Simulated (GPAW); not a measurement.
# Dielectric function and optical constants of AgCl (Chlorargyrite)

Wanted: where AgCl (Chlorargyrite) starts to absorb, how strongly, and its refractive index. The cell comes from an older database entry, whose edges can differ from later determinations, mostly by under a per cent.

Main program and level: GPAW 26.7.0; DFT, PBE, plane-wave PAW (GPAW data sets), scalar-relativistic, RPA, optical limit.

This is a report of a sequence of runs, with most program output left out.

The database entry behind the starting cell differs from later determinations by our own check (an axis about 1.4 % short against later determinations), so it need not match the best structure at ambient conditions.

## Step 1: Set-up

Symmetry: Fm-3m, No. 225, cubic system. The conventional cell has a = 5.470 Å, b = 5.470 Å, c = 5.470 Å, α = 90.00°, β = 90.00°, γ = 90.00°. Nearest to Ag lie 6 Cl at 2.73 Å. Cl has 6 Ag at 2.73 Å nearest. Farther neighbours and most contacts between anions are not listed.

## Step 2: Ground state

The self-consistent density comes first; it also tells whether there is a gap, which decides the occupations and the need for a Drude term.

This step: DFT, PBE, plane-wave PAW (GPAW data sets), scalar-relativistic, ground state (GPAW 26.7.0).

gs.py

```python
from ase import Atoms
from ase.dft.bandgap import bandgap
from gpaw import GPAW, PW, FermiDirac

atoms = Atoms(['Ag', 'Cl'],
              cell=[[0.000000000000, 2.735000000000, 2.735000000000],
                    [2.735000000000, 0.000000000000, 2.735000000000],
                    [2.735000000000, 2.735000000000, 0.000000000000]],
              scaled_positions=[[0.000000000000, 0.000000000000, 0.000000000000],
                                [0.500000000000, 0.500000000000, 0.500000000000]],
              pbc=[True, True, True])
atoms.calc = GPAW(mode=PW(500), xc='PBE', kpts={'size': (7, 7, 7), 'gamma': True},
                  occupations=FermiDirac(0.05), maxiter=150, txt='gs.txt')
print('energy (eV)', atoms.get_potential_energy())
print('Fermi level (eV)', atoms.calc.get_fermi_level())
print('valence electrons', atoms.calc.get_number_of_electrons())
print('gap (eV)', bandgap(atoms.calc, output=None)[0])
print('direct gap (eV)', bandgap(atoms.calc, direct=True, output=None)[0])
atoms.calc.write('gs.gpw')
```

On the command line:

```console
> OMP_NUM_THREADS=1 python gs.py
```

Run time: 5.1 s. Hardware: 1 thread of Arm Neoverse V2, shared host; peak memory 0.12 GiB.

This step gave:

| Item | Value |
| --- | --- |
| energy | -5.455 eV |
| Fermi energy | 5.074 eV |
| gap on the k-mesh | 0.9650 eV |
| direct gap on the mesh | 3.373 eV |
| electrons | 24 |

There is a gap, 0.97 eV on this mesh (points off the mesh can give less), so no carriers' term is needed.

## Step 3: Bands for the response

The response needs many more empty bands than the density does.

This step: DFT, PBE, plane-wave PAW (GPAW data sets), scalar-relativistic, bands at fixed density (GPAW 26.7.0).

nscf.py

```python
from ase.dft.bandgap import bandgap
from gpaw import GPAW, FermiDirac

calc = GPAW('gs.gpw').fixed_density(kpts={'size': (12, 12, 12), 'gamma': True}, nbands=40, convergence={'bands': 34},
                                    occupations=FermiDirac(0.001), txt='nscf.txt')
print('gap (eV)', bandgap(calc, output=None)[0])
print('direct gap (eV)', bandgap(calc, direct=True, output=None)[0])
print('top band over the Fermi level (eV)', min(calc.get_eigenvalues(kpt=k)[33] for k in range(len(calc.get_ibz_k_points()))) - calc.get_fermi_level())
calc.write('full.gpw', mode='all')
```

On the command line:

```console
> OMP_NUM_THREADS=1 python nscf.py
```

The job ended after 42 s (1 thread; peak memory 0.2 GiB).

Read-outs, printed or worked out from the files:

```
gap on the k-mesh      : 0.8824 eV
direct gap on the mesh : 3.189 eV
```

## Step 4: Dielectric function, RPA

Transitions between filled and empty bands, summed over the zone, give the optical response, so mesh, band count and broadening shape it.

The induced potential is part of this response.

This step: DFT, PBE, plane-wave PAW (GPAW data sets), scalar-relativistic, RPA, optical limit (GPAW 26.7.0).

df.py

```python
from gpaw.response.df import DielectricFunction

df = DielectricFunction('full.gpw', frequencies={'type': 'nonlinear', 'domega0': 0.03, 'omega2': 8},
                        ecut=50,
                        eta=0.1,
                        nbands=34,
                        txt='df.txt')
for direction in ['x']:
    df.get_dielectric_function(xc='RPA', direction=direction, filename=f'df_{direction}.csv')
```

On the command line:

```console
> OMP_NUM_THREADS=1 python df.py
```

Elapsed: 7.1 s, on 1 thread; peak memory 0.24 GiB.

Read-outs, printed or worked out from the files:

| Quantity | Value |
| --- | --- |
| electronic dielectric constant ε∞, mean over x, y and z (by symmetry where fewer were run) | 4.907 |
| main peak of Im epsilon, first axis | 4.675 eV |

Some rows of df_x.csv (energy; Re and Im without local fields; Re and Im with them):

```text
0.000000, 5.260021, -0.000000, 4.907530, -0.000000
0.651243, 5.315326, 0.017373, 4.960924, 0.016787
1.347938, 5.514651, 0.041660, 5.154028, 0.040471
2.095014, 5.981913, 0.091092, 5.610647, 0.089562
2.898142, 7.349743, 0.371437, 6.975216, 0.375763
3.763875, 8.477296, 3.184270, 8.023217, 3.286483
4.699832, 5.520585, 7.787721, 4.783356, 7.521762
5.714917, 2.407866, 3.303879, 1.675804, 3.131026
6.819608, 1.950356, 3.664092, 1.401806, 3.212047
8.026317, 3.135998, 4.680269, 2.436174, 3.755727
9.349861, 0.273817, 3.664268, 0.253650, 2.933459
10.808071, -0.644879, 3.146150, -0.317287, 2.566715
12.422601, -0.890312, 2.974927, 0.315876, 2.377606
14.220012, -0.504978, 1.239306, -0.277267, 1.384452
16.233242, -0.079511, 0.975280, 0.073724, 0.829088
18.503643, 0.161561, 0.867010, 0.485428, 0.655496
21.083856, 0.081928, 0.465104, 0.410416, 0.832949
24.041937, 0.447565, 0.343174, 0.545765, 0.515142
27.467452, 0.508843, 0.377395, 0.667001, 0.481862
```

The Im ε, E ∥ x has structure finer than the step of the table below, so its rows give means over 1 eV, whole bins alone (the curve runs from 0 to 29.9 eV). Peaks (eV: height): 4.7: 7.53, 6.0: 4.56, 8.8: 4.66.

Values under the direct gap are tails of Lorentzian lines. Table of Im ε, E ∥ x by photon energy; means over each step:

photon energy (eV), Im ε, E ∥ x and a bar:
```
        1       0.03 
        2       0.09 
        3       1.06 #####
        4       3.99 ##################
        5       6.60 ##############################
        6       3.76 #################
        7       3.05 ##############
        8       3.65 #################
        9       3.78 #################
       10       3.08 ##############
       11       2.13 ##########
       12       2.08 #########
       13       1.93 #########
       14       1.39 ######
       15       1.02 #####
       16       0.88 ####
       17       0.64 ###
       18       0.66 ###
       19       0.64 ###
       20       0.75 ###
       21       0.82 ####
       22       0.61 ###
       23       0.53 ##
       24       0.49 ##
       25       0.49 ##
       26       0.45 ##
       27       0.41 ##
       28       0.48 ##
       29       0.44 ##
```

Table of Re ε, E ∥ x by photon energy:

photon energy (eV), Re ε, E ∥ x and a bar from the least value:
```
        0       4.91 #####################
        1       5.04 #####################
        2       5.53 #######################
        3       7.38 ##############################
        4       7.07 #############################
        5       3.20 ##############
        6       2.57 ############
        7       1.71 ########
        8       2.45 ###########
        9       0.14 ##
       10       0.68 ####
       11      -0.47 
       12       0.50 ####
       13       0.18 ##
       14      -0.11 #
       15       0.09 ##
       16       0.06 ##
       17       0.26 ###
       18       0.55 ####
       19       0.53 ####
       20       0.71 #####
       21       0.45 ####
       22       0.44 ###
       23       0.44 ###
       24       0.55 ####
       25       0.54 ####
       26       0.54 ####
       27       0.68 ####
       28       0.62 ####
       29       0.60 ####
```

Table of refractive index n and extinction k by photon energy:

```csv
photon energy (eV),n,k
0,2.22,0
1,2.24,0.00610
2,2.35,0.0171
3,2.72,0.107
4,2.73,0.615
5,2.32,1.48
6,1.96,1.13
7,1.57,0.878
8,1.86,1.00
9,1.41,1.36
10,1.36,1.08
11,0.895,1.13
12,1.16,0.916
13,1.04,0.953
14,0.813,0.879
15,0.783,0.721
16,0.698,0.657
17,0.705,0.483
18,0.842,0.397
19,0.823,0.380
20,0.918,0.363
21,0.837,0.502
22,0.778,0.403
23,0.749,0.348
24,0.808,0.319
25,0.800,0.315
26,0.790,0.286
27,0.859,0.233
28,0.834,0.280
29,0.816,0.252
```

The Im ε, E ∥ x has structure finer than the step of the table below, so its rows give means over 1 eV, whole bins alone (the curve runs from 0 to 29.9 eV). Peaks (eV: height): without local fields 4.7: 7.79, 6.0: 5.04, 8.8: 5.78, 12.0: 3.30; with local fields 4.7: 7.53, 6.0: 4.56, 8.8: 4.66.

Values under the direct gap are tails of Lorentzian lines. The Im ε, E ∥ x by photon energy; means over each step:

```csv
photon energy (eV),without local fields,with local fields
1,0.0292,0.0283
2,0.0881,0.0867
3,1.04,1.06
4,3.89,3.99
5,6.85,6.60
6,4.10,3.76
7,3.46,3.05
8,4.59,3.65
9,4.71,3.78
10,3.99,3.08
11,2.73,2.13
12,3.05,2.08
13,2.01,1.93
14,1.28,1.39
15,1.10,1.02
16,1.04,0.884
17,0.867,0.644
18,0.961,0.659
19,0.932,0.643
20,0.751,0.745
21,0.487,0.824
22,0.443,0.611
23,0.367,0.530
24,0.328,0.491
25,0.356,0.489
26,0.337,0.454
27,0.326,0.408
28,0.297,0.484
29,0.251,0.445
```

Values under the direct gap are tails of Lorentzian lines. Loss function −Im 1/ε at q → 0, E ∥ x against energy loss; read off at these points:

| energy loss (eV) | loss function −Im 1/ε at q → 0, E ∥ x |
| --- | --- |
| 0.0 | 0 |
| 1.0 | 0.00108 |
| 2.0 | 0.00263 |
| 3.0 | 0.0106 |
| 4.0 | 0.0549 |
| 5.0 | 0.120 |
| 6.0 | 0.168 |
| 7.0 | 0.262 |
| 8.0 | 0.187 |
| 9.0 | 0.261 |
| 10.0 | 0.325 |
| 11.0 | 0.472 |
| 12.0 | 0.446 |
| 13.0 | 0.499 |
| 14.0 | 0.696 |
| 14.7 | 1.03 |
| 15.0 | 0.879 |
| 16.0 | 1.09 |
| 16.4 | 1.37 |
| 17.0 | 1.28 |
| 17.2 | 1.31 |
| 18.0 | 0.889 |
| 19.0 | 0.927 |
| 20.0 | 0.704 |
| 21.0 | 0.926 |
| 21.6 | 1.18 |
| 22.0 | 1.06 |
| 23.0 | 1.12 |
| 24.0 | 0.905 |
| 25.0 | 0.922 |
| 25.8 | 0.943 |
| 26.0 | 0.907 |
| 27.0 | 0.638 |
| 28.0 | 0.780 |
| 29.0 | 0.773 |

Optical constants at common wavelengths, from n + ik = √ε:

```
wavelength (nm)     n      k  R (%)     1/α
           1550  2.23  0.005   14.6   26 µm
            800  2.29  0.011   15.4  5.8 µm
            633  2.34  0.016   16.2  3.1 µm
            532  2.42  0.025   17.2  1.7 µm
            450  2.56  0.049   19.3  732 nm
            365  2.84  0.426   24.0   68 nm
            193  1.66  1.124   20.4   14 nm
```

Below the direct gap, k and the depth come from the tails of the Lorentzian lines, not from transitions.

Rows near the edge hang on the gap, which this functional as a rule makes too small, and phonon-assisted absorption is left out.

## Step 5: Results

| Item | Value |
| --- | --- |
| electronic dielectric constant ε∞, mean over x, y and z (by symmetry where fewer were run) (RPA) | 4.91 |
| main peak of Im epsilon, first axis | 4.67 eV |

At this level (PBE, RPA) AgCl has ε∞ = 4.91 and n = 2.23 at 1550 nm, and Im ε peaks at 4.7 eV. On the mesh the gap is 0.88 eV and the least direct gap 3.19 eV, so on this mesh the band edges lie at different points. Local fields change the static value along x from 5.26 to 4.91 (-7 %). Distinct maxima of Im ε, read by a parabola through the highest points, lie at 4.67 eV (7.6), 5.20 eV (7.0), 6.04 eV (4.6) and 8.78 eV (4.7). Excitons and phonon-assisted transitions are missing; PBE gaps are as a rule too small, which pulls the onset down and ε∞ up. The sum runs over mesh points, so small or evenly spaced maxima can still be ripples of the mesh. In this version of GPAW the matrix elements of the optical limit are incomplete, which can lower ε − 1 by up to a tenth where first-row anions or d states rule, and shift it by more in d metals.

[Machine, clock and banner lines and Python warnings are left out of the logs.]

[Logs are printed without paths, hosts, clocks, repeated set-up lines and the standing remarks that a program may print on its own settings, such as how far it seeks lower states.]

[Hosts, paths, dates, database ids (printed as entryN), source tags and the programs' standing remarks are cut or masked in the printed files.]
